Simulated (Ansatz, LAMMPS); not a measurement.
# An extra electron or hole in a frame of aqueous Mg2+ and SO4 2-, 1.6 mol of salt per kg of water from 330 K (111 atoms): runs compared

Does an extra electron or hole in a frame of aqueous Mg2+ and SO4 2-, 1.6 mol of salt per kg of water from 330 K (111 atoms) stay spread out, or do the atoms trap it?

Computed with Ansatz 0.2.0: Kohn-Sham DFT, PBE+D4, PAW (set soft_2), plane waves.

## (1) The cell as built

The cell holds 111 atoms: 39 O, 1 S, 70 H and 1 Mg. Cell: a = 10.165 Å, b = 10.165 Å, c = 10.165 Å, α = 90.0°, β = 90.0°, γ = 90.0°. 35 H2O, 1 Mg2+, 1 SO4 2- placed at random, at 1.19 g/cm³; overlaps pushed apart, then 10 ps at 420 K with divalent ions of Li, Roberts, Chakravorty and Merz (J. Chem. Theory Comput. 9, 2733 (2013)); MMFF94 bonds, angles, torsions, charges and radii (Halgren, J. Comput. Chem. 17, 490 (1996)) in harmonic and 12-6 forms; SPC/E water (Berendsen, Grigera and Straatsma, J. Phys. Chem. 91, 6269 (1987)); charges of ions scaled by 0.85. Snapshot after 20 ps at 330 K and fixed volume.

What the set-up can't give: The network of contacts between molecules at the start is that of the classical potential that made the cell, and needn't be the one that DFT or experiment would give. Only the Γ point is sampled, in a cell whose shortest periodic width is 10 Å. The liquid is relaxed first, so the results are those of a frozen frame at zero temperature.

## (2) The reference run

The reference is a single point at the end of the relaxation.

The charged cells start from the geometry of this run, on a uniform background, with spin and a narrow Fermi–Dirac smearing.

Its input, with most atom lines left out:

```yaml
crystal:
  lattice:
    - [10.16539, 0.0, 0.0]
    - [0.0, 10.16539, 0.0]
    - [0.0, 0.0, 10.16539]
  atoms:
    - { symbol: O, position: [0.74705, 0.59854, 0.63305] }
    - { symbol: S, position: [0.66082, 0.71814, 0.62817] }
    - { symbol: O, position: [0.52316, 0.679, 0.59008] }
    - { symbol: O, position: [0.65688, 0.78047, 0.76104] }
    - { symbol: O, position: [0.71293, 0.81368, 0.52869] }
    - { symbol: O, position: [0.98895, 0.04903, 0.09745] }
    - { symbol: H, position: [0.08169, 0.05736, 0.06885] }
    [... atom lines 8 to 111 left out ...]
kpoints:
  mp_grid: { grid: [1, 1, 1] }
hamiltonian:
  xc: pbe
  dispersion: d4
scf:
  occupations: { method: fixed }
output:
  forces: true
  stress: true
  populations: true
  dos:
    method: { smearing: { sigma: 0.08 } }
    de: 0.1
    projected: { site_lists: { H: [H], Mg: [Mg], O: [O], S: [S] } }
  eigenvalues: true
  write_density: true
  write_potential: true
  volumetric_format: npy
  elf: true
```

```
free energy per atom   : -235.0693 eV/atom
r.m.s. force component : 0.00765 eV/Å
pressure               : 0.1047 GPa
```

Filled and empty levels are parted by 4.95 eV (at Γ alone); a semilocal functional tends to put such gaps too low. In a disordered cell it changes from sample to sample and from frame to frame.

## (3) The runs

Each row is one run, on 4 threads of AMD EPYC 7R13 (Zen 3), shared host. The free energy is the program's total, comparable only between runs with the same functional, potentials and atoms; between charge states it hangs on the program's zero of potential.

| run | atoms | outcome | ionic steps, all passes | free energy (eV) | time | host memory (GiB) |
| --- | --- | --- | --- | --- | --- | --- |
| Single point at the start | 111 | converged | - | -26085.479 | 13 s | 1.2 |
| Relaxation | 111 | converged | 25 | -26092.696 | 2.3 min | 1.2 |
| Single point at the relaxed geometry | 111 | converged | - | -26092.696 | 12 s | 1.3 |
| An extra electron, atoms held | 111 | converged | - | -26089.801 | 25 s | 1.9 |
| An extra electron, atoms relaxed | 111 | converged | 5 | -26089.818 | 50 s | 1.9 |
| An extra electron, levels at the relaxed geometry | 111 | converged | - | -26089.818 | 27 s | 2.0 |
| Neutral at the geometry of the electron | 111 | converged | - | -26092.682 | 9.1 s | 1.3 |
| An extra hole, atoms held | 111 | converged | - | -26090.437 | 45 s | 1.9 |
| An extra hole, atoms relaxed | 111 | converged | 37 | -26090.801 | 9.7 min | 1.9 |
| An extra hole, levels at the relaxed geometry | 111 | converged | - | -26090.801 | 28 s | 2.0 |
| Neutral at the geometry of the hole | 111 | converged | - | -26092.443 | 9.3 s | 1.3 |

In some runs the program notes that the exchange-correlation potential is rough where the density is thin and starting moments were not kept.

A closer look about O5, which holds the most spin of the extra hole after relaxation: 9 atoms, nearest first, numbered in the order of the input, with positions taken from that point.

| atom | x | y | z | distance (Å) | Löwdin charge (e) | moment (μB) |
| --- | --- | --- | --- | --- | --- | --- |
| O5 | 0.00 | 0.00 | 0.00 | 0.00 | -0.66 | 0.20 |
| S2 | -0.45 | -1.01 | 1.01 | 1.50 | 2.47 | -0.01 |
| H68 | -1.01 | 1.59 | -0.36 | 1.92 | 0.39 | 0.00 |
| H82 | 0.56 | 0.00 | -2.04 | 2.11 | 0.40 | 0.00 |
| O3 | -1.85 | -1.37 | 0.62 | 2.39 | -0.66 | 0.17 |
| O4 | -0.44 | -0.40 | 2.37 | 2.44 | -0.73 | 0.06 |
| O1 | 0.42 | -2.22 | 0.97 | 2.46 | -0.73 | 0.03 |
| H20 | -0.06 | 1.32 | 2.31 | 2.66 | 0.38 | 0.00 |
| H83 | -0.87 | -0.22 | -2.56 | 2.72 | 0.38 | 0.00 |

## (4) Energies and spread of the extra charge

Energies are differences within one cell and functional; the shift is the gain plus the neutral cell's energy at the new geometry, that is how much cheaper the vertical process becomes there. The spread is the participation number of the site moments (1/Σw², over the spin inside atomic spheres), with the atom that holds the largest share and the spin that the spheres hold in all.

| carrier | charged less neutral, atoms held (eV) | gain on relaxing (eV) | neutral cell at that geometry, less the reference (eV) | shift of the vertical energy (eV) | spread, atoms held | spread, relaxed |
| --- | --- | --- | --- | --- | --- | --- |
| electron | 2.895 | 0.017 | 0.014 | 0.031 | - | - |
| hole | 2.259 | 0.364 | 0.253 | 0.617 | 16; O4 11 % of 0.45 μB | 5; O5 33 % of 0.60 μB |

## (5) Outcome

The extra electron gains 0.017 eV as the atoms relax: so small a gain shows no trapping at this level. The cell with the electron keeps a moment of only 0.00 μB where one unpaired electron should give 1 μB: the carrier is shared between both spins, which can hide trapping. The extra hole gains 0.36 eV as the atoms relax, and its spin goes from about 16 to 5 atoms: the atoms trap it, with the largest share on O5. The O5–H82 distance goes from 1.91 to 2.11 Å. The hole is shared among 3 partly filled levels, as near-degenerate levels under the smearing give, and as self-interaction favours. With the atoms held, the spheres hold only 0.45 of the 1.00 μB, so the spread is read from a small part of the spin. Adding the two vertical energies gives 5.15 eV, against a gap of 4.95 eV in the neutral cell. The zero of the potential cancels in this sum; the excess isn't taken apart here: charging of a small cell, filling of bands on a coarse mesh and the attraction to the background can all enter.

Caveats: Single energies of charged cells hang on the program's zero of potential. In the spin-polarised runs the search for a state of lower energy was switched off. No distortion was seeded, so a trapped state behind a barrier can't be found. Local and semilocal functionals favour spread-out charges, so trapping can be missed. The density was typed from a rule of thumb and may lie off the real one at this temperature. Charged cells carry a uniform background, with no correction for images.

The DFT runs together took 16 min of wall time.

[Logs are printed without paths, hosts, clocks, repeated set-up lines and the standing remarks that a program may print on its own settings, such as how far it seeks lower states.]

[Hosts, paths, dates, database ids (printed as entryN), source tags and the programs' standing remarks are cut or masked in the printed files.]

[The MMFF94 radii named for the starting cell were scaled by 0.96; in molecules described by MMFF94, hydrogen bound to N, O or S took a small fixed 12-6 site in their place.]
